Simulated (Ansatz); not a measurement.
# Meshes and cutoff for the phonons of NaCl (Fm-3m)

Wanted: convergence of the phonons of NaCl (Fm-3m) against cost.

Method: DFT PBEsol, scalar-relativistic, plane waves, PAW, in Ansatz 0.2.0.

The database entry behind the starting cell differs from later determinations by our own check (an axis about 0.4 % short against later determinations), so it need not match the best structure at ambient conditions.

## Step 1: Set-up

Symmetry: Fm-3m, No. 225, cubic system. Conventional cell: a = 5.602 Å, b = 5.602 Å, c = 5.602 Å, α = 90.00°, β = 90.00°, γ = 90.00°. Na has 6 Cl at 2.80 Å nearest. Nearest to Cl lie 6 Na at 2.80 Å. Farther neighbours and most contacts between anions are not listed.

## Step 2: Relaxing to small forces for the phonons

Phonons need a cell at rest on their own settings, so the relaxation is repeated with tight tolerances on forces and stress, using the mesh and the filling of the phonon run that follows.

input.yaml

```yaml
crystal:
  lattice:
    - [0.0, 2.8009522132, 2.8009522132]
    - [2.8009522132, 0.0, 2.8009522132]
    - [2.8009522132, 2.8009522132, 0.0]
  atoms:
    - { symbol: Na, position: [0.0, 0.0, 0.0] }
    - { symbol: Cl, position: [0.5, 0.5, 0.5] }
kpoints:
  mp_grid: { grid: [8, 8, 8] }
hamiltonian:
  xc: pbesol
scf:
  occupations: { method: fixed }
output:
  forces: true
  stress: true
  eigenvalues: true
relax:
  adjacent_minimum: "off"
  f_tol: 0.001
  max_steps: 60
  cell: { stress_tol: 0.01 }
```

Command:

```sh
> ansatz run input.yaml --threads 4 --pin off --max-ram 7168MiB --backend cpu --events-out ev --progress --plain --runs-dir out
```

Numbers of over 12 decimals in the logs are rounded to 6 here.

The log of the run:

```text
Engine: ansatz 0.2.0, aarch64-unknown-linux-gnu
Pseudopotentials: kind: paw
Pseudopotential: Na, paw, valence charge 9, recommended cutoff 420 eV (normal), Na.paw.azcp
Pseudopotential: Cl, paw, valence charge 7, recommended cutoff 420 eV (normal), Cl.paw.azcp
Functional definition: PBEsol
  exchange = pbesol_x
  correlation = pbesol_c
Crystal: 2 atoms, lattice volume = 43.949 Å³
[...]
--- Relaxed structure (1 steps of the walk, 1 accepted, 1 SCFs on fresh bases) ---
  F+E_penalty+E_count = -2540.28666154 eV   max|allowed force component| = 7.486e-30 eV/Å   (the final SCF, on the basis selected at the relaxed cell)
  cell:  # Å, volume = 43.9488 Å³
    - [0.0, 2.8009522132, 2.8009522132]
    - [2.8009522132, 0.0, 2.8009522132]
    - [2.8009522132, 2.8009522132, 0.0]
  atoms:
    - { symbol: Na, position: [0.0, 0.0, 0.0] }
    - { symbol: Cl, position: [0.5, 0.5, 0.5] }
[key lines of the parts left out:]
SCF converged after 7 iterations
Free energy (F): -2540.286662 eV
Fermi energy:    1.203673 eV
P = ⅓ Tr σ = 0.0021 GPa (0.021 kbar)
```

Elapsed: 0.89 s, on 4 threads of Arm Neoverse V1, shared host; peak memory 0.29 GiB.

Little changed from the start: no atom moved by 0.005 Å and no cell edge by 0.1 %.

This step gave:

```yaml
pressure: 0.002092 GPa
gap_on_the_k_mesh: 5.011 eV
volume_per_atom: 21.97 Å³
direct_gap_on_mesh: 5.011 eV
```

The forces vanish by symmetry and the pressure is 0.002 GPa, within the tolerances set. The cell now holds 21.97 Å³/atom.

## Step 3: Phonons on a q mesh

Stability and thermal properties need the whole zone. Linear response on a 4×4×4 q mesh gives force constants as far as a supercell of that size would, and the tensors from the zone-centre run are typed in so that the long-range dipole term is interpolated apart.

input.yaml, the sections that differ from step 2:

```yaml
output:
  eigenvalues: true
phonons:
  method: dfpt
  qmesh: [4, 4, 4]
  temperatures: { t_max: 1000, t_step: 50 }
  qpath:
    path:
      - [[0.0, 0.0, 0.0], [0.5, 0.0, 0.5], [0.625, 0.25, 0.625]]
      - [[0.375, 0.375, 0.75], [0.0, 0.0, 0.0], [0.5, 0.5, 0.5], [0.5, 0.25, 0.75], [0.5, 0.0, 0.5]]
    npoints: 10
  non_analytic_term:
    high_frequency_dielectric_tensor: [[2.5662, 0.0, 0.0], [0.0, 2.5662, 0.0], [0.0, 0.0, 2.5662]]
    born_effective_charges:
      - { species: Na, tensor: [[1.0918, 0.0, 0.0], [0.0, 1.0918, 0.0], [0.0, 0.0, 1.0918]] }
      - { species: Cl, tensor: [[-1.0918, 0.0, 0.0], [0.0, -1.0918, 0.0], [0.0, 0.0, -1.0918]] }
    source: "zone-centre run at this cell"
# crystal, kpoints, hamiltonian, scf: as in step 2
# relax: removed
```

The log of the run:

```text
[...]
Crystal: 2 atoms, lattice volume = 43.949 Å³
Basis set: ecut = 420 eV, 869 PW (Γ), exchange–correlation on 54×54×54 points (8 copies of the dense FFT grid, shifted against one another)
Bands: 12, of which v1, the nominal top of the filled ones, is band 8 counted from 1 (7 counted from 0)
Symmetry: 48 space group operations
k-points: 29 of 512
[...]
SCF iter   1: F=—  HF=-2540.289537 eV  |F-HF|=—  |Δ(HF+E_count)|=         —  Δρ=2.88e-3  dr2=3.91e-3  ethr=1.77e-3  ⟨swp⟩=4.9  Hψ=1763  notcnv=0  defer=45
[...]
SCF iter   9: F=-2540.286662 eV  HF=-2540.286662 eV  |F-HF|=0.00e0  |Δ(HF+E_count)|=  1.46e-11  Δρ=9.20e-9  dr2=3.56e-14  ethr=1.00e-12  ⟨swp⟩=6.2  Hψ=1708  notcnv=0
SCF 1 converged in 9 iterations: F = -2540.286662 eV  dr2 = 3.56e-14
[...]
NSCF: frozen V_eff on 29 k-points
[...]
DFPT response loops at q = (0, 0, 0) (fractional): preconditioner auto → none (the input reference at scf.mixing.eps_inf says where Resta's filter doesn't serve); β = 0.50; Broyden in place of MSR1
[...]
SCF converged after 9 iterations
Free energy (F): -2540.286662 eV
[...]
Internal energy: -2540.286662 eV  (E = F + TS)
E sigma→0 (E₀):  -2540.286662 eV
Fermi energy:    1.203674 eV
[...]
--- Band table (eV; the first three rows and the last of 29) ---
  k-point 0: bands = [... 4 lower, -11.4844, 1.2037, 1.2037, 1.2037, 6.2145, 12.1179, 12.1179, 12.1179]
  k-point 1: bands = [... 4 lower, -11.4339, 0.8111, 1.1602, 1.1602, 6.7265, 11.5803, 12.3141, 12.3141]
  k-point 2: bands = [... 4 lower, -11.3081, 0.0430, 1.0589, 1.0589, 7.7007, 11.0614, 12.4223, 12.4223]
  k-point 28: bands = [... 4 lower, -11.0520, -0.0551, -0.0551, 0.4078, 9.9994, 10.7474, 10.7474, 12.4770]
--- Phonons (Γ-DFPT): 2 representative perturbations + reference (Σ response iterations 6) ---
  ASR residual: 4.032e-5 → 0.000e0 eV/Å²; symmetrization residual: 3.769e-6 eV/Å²
  ASR residual per site (eV/Å²): 4.03e-5 1.65e-5
  Γ frequencies (cm⁻¹): 0.00 0.00 0.00 166.38 166.38 166.38
--- Phonons (arbitrary-q DFPT): 8 irreducible q on the 4×4×4 mesh ---
  q = [0.0000, 0.0000, 0.0000] (star 1, of the zone-centre solve; hermiticity 5.31e-6, symmetrization 7.50e-12): -0.00 0.00 0.00 166.38 166.38 166.38
  q = [0.0000, 0.0000, 0.2500] (star 8, 2 solved perturbations on 288 of 512 k-point pairs; hermiticity 4.60e-6, symmetrization 1.58e-12): 70.71 70.71 106.99 157.60 157.60 242.84
[...]
q = [0.0000, 0.2500, 0.2500] (star 6, 4 solved perturbations in 528 linear systems a pass and spin channel, the states on 164 of 512 k-point pairs; hermiticity 1.60e-6, symmetrization 3.19e-13): 59.99 59.99 132.20 170.61 170.61 204.45
[...]
sum rule: each row above includes the acoustic sum rule's correction from the zone centre's row sums; it moved no ω² by more than (0.69 cm⁻¹)²
  mesh force constants: q→R imaginary residual 3.81e-18; ASR residual 4.032e-5 → 0.000e0 eV/Å²; symmetrization residual 2.220e-15 eV/Å²
  interpolated dispersion: 63 rows × 6 modes
  density of states and harmonic sums: on the 20×20×20 q-mesh, interpolated from the force constants of a 4×4×4 supercell (with the dipole–dipole term of supplied tensors)
  largest difference from the sums on the solved wave vectors: F 1.24e-2 eV, S 1.64e-5 and C_V 4.00e-6 eV/K
  zero-point energy: 0.052933 eV/cell   skipped modes (ω ≤ 0): 3   left out of the sums: 6.25e-5 of the cell's modes: C_V's classical limit lies that fraction below 3 k_B per atom; for a crystal, a wire or a layer, F and S can be off by more, and a phonons.interpolated_qmesh denser along its periods is the remedy for the sampling
```

The job ended after 60 s (4 threads; peak memory 0.82 GiB).

In the SCF lines HF is the Harris–Foulkes energy and dr2 the Hartree energy of the density residual, in eV; the loop may stop once dr2 is under the threshold and the program's other checks hold. Hψ counts applications of the Hamiltonian.

This step gave:

- sum-rule residual before enforcement: 4.03e-5 eV/Å²
- lowest frequency on the path: 0 cm⁻¹
- point group: m-3m
- highest frequency on the path or at a solved wavevector: 254.9 cm⁻¹
- mean frequency: 142.3 cm⁻¹
- Debye temperature (second moment): 276 K
- logarithmic mean frequency: 135 cm⁻¹
- highest optical mode at the zone centre (no LO-TO term): 166.4 cm⁻¹
- lowest optical zone-centre mode: 166.4 cm⁻¹
- lowest mode on the q mesh (acoustic modes at Γ apart): 59.99 cm⁻¹
- zero-point energy per atom: 26.47 meV
- heat capacity at 300 K: 23.92 J/(mol atoms K)
- vibrational entropy at 300 K: 36.30 J/(mol atoms K)

Frequencies (cm⁻¹) solved at each irreducible wavevector; negative means imaginary. Frequencies by wavevector, by row:

```
q in reciprocal lattice units  star  mode 1  mode 2  mode 3  mode 4  mode 5  mode 6
                        0 0 0     1       0       0       0   166.4   166.4   166.4
                     0 0 0.25     8    70.7    70.7     107   157.6   157.6   242.8
                     0 0 -0.5     4   115.1   115.1   136.6   136.6   171.2   216.3
                  0 0.25 0.25     6      60      60   132.2   170.6   170.6   204.4
                  0 0.25 -0.5    24    93.6   120.7     135   160.7     173   189.6
                 0 0.25 -0.25    12    93.7   114.8   136.5   149.9   175.4   201.7
                  0 -0.5 -0.5     3    81.2    81.2   135.7   174.7   174.7   185.5
              0.25 -0.5 -0.25     6   114.5   114.5     135   155.4   180.1   180.1
```

Interpolated from a 4×4×4 q mesh, with the LO-TO term (at Γ the limit along the path; where Γ stands inside the path, tables give the limit on arrival). Phonon branches along the path, in cm⁻¹:

```
    point  branch 1  branch 2  branch 3  branch 4  branch 5  branch 6
        Γ         0         0         0       166       166       255
  halfway        60        60       132       171       171       204
        X        81        81       136       175       175       186
  halfway        86        97       133       172       176       185
        U        98       126       129       162       178       182
jump to K        98       126       129       162       178       182
  halfway        72        93       125       145       173       225
        Γ         0         0         0       166       166       255
  halfway        71        71       107       158       158       243
        L       115       115       137       137       171       216
  halfway       111       118       141       153       174       191
        W       114       114       135       155       180       180
  halfway        93       106       131       169       176       184
        X        81        81       136       175       175       186
```

The phonon branches as a text plot (rows in cm⁻¹):

```
    250 |***                      **********
    239 |   *                    *          **
    228 |                       *             **
    218 |    **                                 ***
    207 |      *               *                   **
    196 |                    **                      *
    186 |       *   ******* *                         **   ******
    175 |    ***********************             ****************
    165 |****    *      ***         ********    *           **
    154 |       * **       ****  ***        ****      ******
    143 |           *      **  **             ***  ******
    133 |      *     ******  **                  **      *** ****
    122 |                ***    *            *      ****   **
    112 |    **         *   ****            *   ************ *
    101 |              *  ** **  *             *            ***
     90 |   *          ***     **          *  *               **
     80 |         *****          ***         *                 **
     69 |       **              *         * *
     58 |  *   *                 ****      *
     48 |    **                   **     **
     37 |   *                       *
     27 | **                        **  **
     16 | *                          *  *
      5 |*                            **
         Γ           X  U|K            Γ         L        W     X
```

Symmetry leaves 8 wavevectors to solve. The lowest mode among them, the acoustic zeros apart, lies at q = (0, 0.25, 0.25) and is real, 60.0 cm⁻¹.

## Step 4: Another q mesh, q mesh 2×2×2

The q mesh is changed to 2×2×2, to see how far the force constants must reach.

Edit input.yaml of step 3 so:

```diff
@@ -18,3 +18,3 @@
   method: dfpt
-  qmesh: [4, 4, 4]
+  qmesh: [2, 2, 2]
   temperatures: { t_max: 1000, t_step: 50 }
```

The log of the run:

```text
[...]
Crystal: 2 atoms, lattice volume = 43.949 Å³
Basis set: ecut = 420 eV, 869 PW (Γ), exchange–correlation on 54×54×54 points (8 copies of the dense FFT grid, shifted against one another)
Bands: 12, of which v1, the nominal top of the filled ones, is band 8 counted from 1 (7 counted from 0)
Symmetry: 48 space group operations
k-points: 29 of 512
[...]
SCF iter   1: F=—  HF=-2540.289537 eV  |F-HF|=—  |Δ(HF+E_count)|=         —  Δρ=2.88e-3  dr2=3.91e-3  ethr=1.77e-3  ⟨swp⟩=4.9  Hψ=1763  notcnv=0  defer=45
[...]
SCF iter   9: F=-2540.286662 eV  HF=-2540.286662 eV  |F-HF|=0.00e0  |Δ(HF+E_count)|=  1.46e-11  Δρ=9.20e-9  dr2=3.56e-14  ethr=1.00e-12  ⟨swp⟩=6.2  Hψ=1708  notcnv=0
SCF 1 converged in 9 iterations: F = -2540.286662 eV  dr2 = 3.56e-14
[...]
SCF converged after 9 iterations
Free energy (F): -2540.286662 eV
[...]
Internal energy: -2540.286662 eV  (E = F + TS)
E sigma→0 (E₀):  -2540.286662 eV
Fermi energy:    1.203674 eV
[...]
--- Band table (eV; the first three rows and the last of 29) ---
  k-point 0: bands = [... 4 lower, -11.4844, 1.2037, 1.2037, 1.2037, 6.2145, 12.1179, 12.1179, 12.1179]
  k-point 1: bands = [... 4 lower, -11.4339, 0.8111, 1.1602, 1.1602, 6.7265, 11.5803, 12.3141, 12.3141]
  k-point 2: bands = [... 4 lower, -11.3081, 0.0430, 1.0589, 1.0589, 7.7007, 11.0614, 12.4223, 12.4223]
  k-point 28: bands = [... 4 lower, -11.0520, -0.0551, -0.0551, 0.4078, 9.9994, 10.7474, 10.7474, 12.4770]
[...]
ASR residual: 4.032e-5 → 0.000e0 eV/Å²; symmetrization residual: 3.769e-6 eV/Å²
  ASR residual per site (eV/Å²): 4.03e-5 1.65e-5
  Γ frequencies (cm⁻¹): 0.00 0.00 0.00 166.38 166.38 166.38
--- Phonons (arbitrary-q DFPT): 3 irreducible q on the 2×2×2 mesh ---
[...]
interpolated dispersion: 63 rows × 6 modes
[...]
```

Run time: 10 s. Hardware: 4 threads; peak memory 0.49 GiB; 39 s of CPU time.

This step gave:

* logarithmic mean frequency: 134.8 cm⁻¹
* lowest mode on the q mesh (acoustic modes at Γ apart): 81.2 cm⁻¹
* zero-point energy per atom: 26.46 meV
* vibrational entropy at 300 K: 36.34 J/(mol atoms K)

Frequencies (cm⁻¹) solved at each irreducible wavevector; negative means imaginary. Frequencies by wavevector, by row:

| q in reciprocal lattice units | star | mode 1 | mode 2 | mode 3 | mode 4 | mode 5 | mode 6 |
| --- | --- | --- | --- | --- | --- | --- | --- |
| 0 0 0 | 1 | 0 | 0 | 0 | 166.4 | 166.4 | 166.4 |
| 0 0 -0.5 | 4 | 115.1 | 115.1 | 136.6 | 136.6 | 171.2 | 216.3 |
| 0 -0.5 -0.5 | 3 | 81.2 | 81.2 | 135.7 | 174.7 | 174.7 | 185.5 |

Interpolated from a 2×2×2 q mesh, rough between the solved points, with the LO-TO term (at Γ the limit along the path; where Γ stands inside the path, tables give the limit on arrival). The phonon branches at the labelled points (cm⁻¹):

```csv
point,branch 1,branch 2,branch 3,branch 4,branch 5,branch 6
Γ,0,0,0,166,166,255
halfway,62,62,133,174,174,207
X,81,81,136,175,175,186
halfway,84,96,132,172,176,185
U,92,123,128,162,178,185
jump to K,92,123,128,162,178,185
halfway,72,97,126,140,177,226
Γ,0,0,0,166,166,255
halfway,73,73,108,156,156,243
L,115,115,137,137,171,216
halfway,108,110,145,151,172,196
W,111,111,133,151,183,183
halfway,91,104,129,168,178,185
X,81,81,136,175,175,186
```

The phonon branches as a text plot (rows in cm⁻¹):

```
    250 |***                      **********
    239 |   *                    *          **
    228 |    **                 *             **
    218 |                      *                ****
    207 |      *                                    **
    196 |                    **                       *
    186 |       *   ***********                        **********
    175 |   ****************   *****             *** ****   *****
    165 |***     *      ***         ********    *   *       **
    154 |       * **       ****   **        ** *      ******
    143 |           *      **  ***            ***  ******
    133 |      *     **** *  ***                 **      ***  ***
    122 |                **     *            *              **
    112 |    **         *  ***** *          *   ************ *
    101 |              *   **   *             **            * *
     90 |   *           ***  **            *                 ***
     80 |        *******       * ***         *                 **
     69 |       *               *         * *
     58 |  *   *                 ****      *
     48 |    **                   **     **
     37 |   *                       *
     27 | **                        **  **
     16 | *                          *  *
      5 |*                            **
         Γ           X  U|K            Γ         L        W     X
```

The mean frequency is 142.3 cm⁻¹, +0.0 cm⁻¹ against the base run.

On this path the spectrum ends at 255 cm⁻¹ (at Γ). No branch goes imaginary on this path.

## Step 5: Another q mesh, k-mesh 9×9×9, q mesh 3×3×3

The q mesh is changed to 3×3×3, to see how far the force constants must reach; the k mesh is 9×9×9, against 8×8×8 in the base run, so that the q mesh divides it.

Edit input.yaml of step 4 so:

```diff
@@ -9,3 +9,3 @@
 kpoints:
-  mp_grid: { grid: [8, 8, 8] }
+  mp_grid: { grid: [9, 9, 9] }
 hamiltonian:
@@ -18,3 +18,3 @@
   method: dfpt
-  qmesh: [2, 2, 2]
+  qmesh: [3, 3, 3]
   temperatures: { t_max: 1000, t_step: 50 }
```

The log of the run:

```text
[...]
Crystal: 2 atoms, lattice volume = 43.949 Å³
Basis set: ecut = 420 eV, 869 PW (Γ), exchange–correlation on 54×54×54 points (8 copies of the dense FFT grid, shifted against one another)
Bands: 12, of which v1, the nominal top of the filled ones, is band 8 counted from 1 (7 counted from 0)
Symmetry: 48 space group operations
k-points: 35 of 729
[...]
k-point 34: bands = [... 4 lower, -11.0581, -0.1981, 0.0653, 0.4815, 10.0065, 10.4720, 10.8164, 12.7895]
[...]
ASR residual: 3.445e-5 → 0.000e0 eV/Å²; symmetrization residual: 3.008e-6 eV/Å²
  ASR residual per site (eV/Å²): 3.45e-5 1.38e-5
  Γ frequencies (cm⁻¹): 0.00 0.00 0.00 166.38 166.38 166.38
--- Phonons (arbitrary-q DFPT): 4 irreducible q on the 3×3×3 mesh ---
[...]
interpolated dispersion: 63 rows × 6 modes
[...]
[key lines of the parts left out:]
SCF converged after 9 iterations
Free energy (F): -2540.286663 eV
Fermi energy:    1.203672 eV
```

It took 38 s on 4 threads; peak memory 0.73 GiB; 2.4 min of CPU time.

Frequencies (cm⁻¹) solved at each irreducible wavevector; negative means imaginary. Frequencies by wavevector, by row:

| q in reciprocal lattice units | star | mode 1 | mode 2 | mode 3 | mode 4 | mode 5 | mode 6 |
| --- | --- | --- | --- | --- | --- | --- | --- |
| 0 0 0 | 1 | 0 | 0 | 0 | 166.4 | 166.4 | 166.4 |
| 0 0 0.3333 | 8 | 90.5 | 90.5 | 136.8 | 150.7 | 150.7 | 233.5 |
| 0 0.3333 0.3333 | 6 | 71.9 | 71.9 | 160.2 | 172.7 | 172.7 | 174.7 |
| 0 0.3333 -0.3333 | 12 | 106.6 | 116.6 | 149.9 | 151.6 | 178 | 180.3 |

The mean frequency is 142.2 cm⁻¹, -0.1 cm⁻¹ against the base run, whose k mesh differs too.

(Continued in part 2 of 4.)

[Logs are printed without paths, hosts, clocks, repeated set-up lines and the standing remarks that a program may print on its own settings, such as how far it seeks lower states.]

[Hosts, paths, dates, database ids (printed as entryN), source tags and the programs' standing remarks are cut or masked in the printed files.]
